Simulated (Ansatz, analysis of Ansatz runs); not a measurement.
**Mg2TiO4 (Imma), V_O hop (2.7 Å): barriers by charge state**

Aim: compare the barrier of one jump in Mg2TiO4 (Imma) across charge states. The case: V_O hop (2.7 Å), in a cell of 56 host atoms with 1 O taken out.

Main program and level: analysis of Ansatz runs 0.2.0; migration barriers of one hop by charge state from climbing-image bands, PBEsol; no image-charge correction, which largely cancels along a path.

**1. The structure**

The cell holds 55 atoms: 16 Mg, 8 Ti and 31 O. Its edges and angles: a = 8.408 Å, b = 8.408 Å, c = 8.478 Å, α = 90.0°, β = 90.0°, γ = 89.7°. It derives from Mg2TiO4 (space group Imma). Nearest the centre at fractional (0.622, 0.510, 0.386): O35 at 1.36 Å, Ti24 at 1.41 Å, Mg8 at 1.58 Å, O28 at 2.32 Å, O39 at 2.40 Å, Ti20 at 2.49 Å, Mg12 at 2.54 Å, O52 at 2.57 Å.

Coordinates:

```xyz
55
Lattice="5.9316 5.9590 0.0000 -5.9316 5.9590 0.0000 0.0000 0.0000 8.4782" Properties=species:S:1:pos:R:3 pbc="T T T"
Mg    0.0000    4.4692    1.1540
Mg   -2.9658    7.4487    5.3931
Mg    2.9658    7.4487    5.3931
Mg    0.0000   10.4282    1.1540
Mg    1.4829    1.4897    2.1196
Mg   -1.4829    4.4692    6.3587
Mg    4.4487    4.4692    6.3587
Mg    1.4829    7.4487    2.1196
Mg   -1.4829    1.4897    2.1196
Mg   -4.4487    4.4692    6.3587
Mg    1.4829    4.4692    6.3587
Mg   -1.4829    7.4487    2.1196
Mg    0.0000    1.4897    7.3242
Mg   -2.9658    4.4692    3.0851
Mg    2.9658    4.4692    3.0851
Mg    0.0000    7.4487    7.3242
Ti    0.0000    2.9795    4.2391
Ti   -2.9658    5.9590    0.0000
Ti    2.9658    5.9590    0.0000
Ti    0.0000    8.9384    4.2391
Ti    0.0000    0.0000    4.2391
Ti   -2.9658    2.9795    0.0000
Ti    2.9658    2.9795    0.0000
Ti    0.0000    5.9590    4.2391
O    -1.3302    1.4897    4.2226
O    -4.2960    4.4692    8.4617
O     1.6356    4.4692    8.4617
O    -1.3302    7.4487    4.2226
O     1.3302    1.4897    4.2226
O    -1.6356    4.4692    8.4617
O     4.2960    4.4692    8.4617
O     0.0000    0.0861    2.3192
O    -2.9658    3.0656    6.5583
O     2.9658    3.0656    6.5583
O     0.0000    6.0451    2.3192
O     0.0000    2.8933    2.3192
O    -2.9658    5.8728    6.5583
O     2.9658    5.8728    6.5583
O     0.0000    8.8523    2.3192
O     0.0000    3.0656    6.1591
O    -2.9658    6.0451    1.9199
O     2.9658    6.0451    1.9199
O     0.0000    9.0246    6.1591
O    -1.3302    4.4692    4.2556
O    -4.2960    7.4487    0.0165
O     1.6356    7.4487    0.0165
O    -1.3302   10.4282    4.2556
O     0.0000    5.8728    6.1591
O    -2.9658    8.8523    1.9199
O     2.9658    8.8523    1.9199
O     0.0000   11.8318    6.1591
O     1.3302    4.4692    4.2556
O    -1.6356    7.4487    0.0165
O     4.2960    7.4487    0.0165
O     1.3302   10.4282    4.2556
```

The cell's shortest repeat is 8.4 Å.

**2. The bands**

Climbing-image bands with Ansatz at one point at (¼, ¼, ¼), on 4 threads of Arm Neoverse V1, shared host:

```tsv
charge	moment (μB)	images	iterations	energies along the band (eV)	time
+2	0	5	23	0.00, 0.41, 1.15, 1.44, 1.11, 0.40, -0.17	21 min
0	0	5	23	0.00, 0.21, 0.91, 1.91, 0.77, 0.86, 0.06	36 min
```

**3. Barriers and rates**

Arrhenius rates with an assumed prefactor of 1e13 per second. Hop rate against temperature:

```tsv
temperature (K)	charge +2 (1/s)	charge +0 (1/s)
200	5.4e-24	7.9e-36
300	6.6e-12	8.5e-20
400	7.3e-6	8.9e-12
600	8.14	9.2e-4
800	8567	9.43
1000	5.6e5	2396
```

**4. What came out**

| Item | Value |
| --- | --- |
| barrier at charge plus 2 | 1.44 eV |
| barrier at charge 0 | 1.91 eV |

In words: The barrier is lowest at charge +2 (1.44 eV) and highest at 0 (1.91 eV). No image-charge correction is applied. The order of the top as a saddle was not checked for all atoms, so a bent path could be lower. Limits: one k-point off the zone centre stands for the whole zone; periodic copies of the defect are only 8.4 Å apart.

[Logs are printed without paths, hosts, clocks, repeated set-up lines and the standing remarks that a program may print on its own settings, such as how far it seeks lower states.]

[Hosts, paths, dates, database ids (printed as entryN), source tags and the programs' standing remarks are cut or masked in the printed files.]
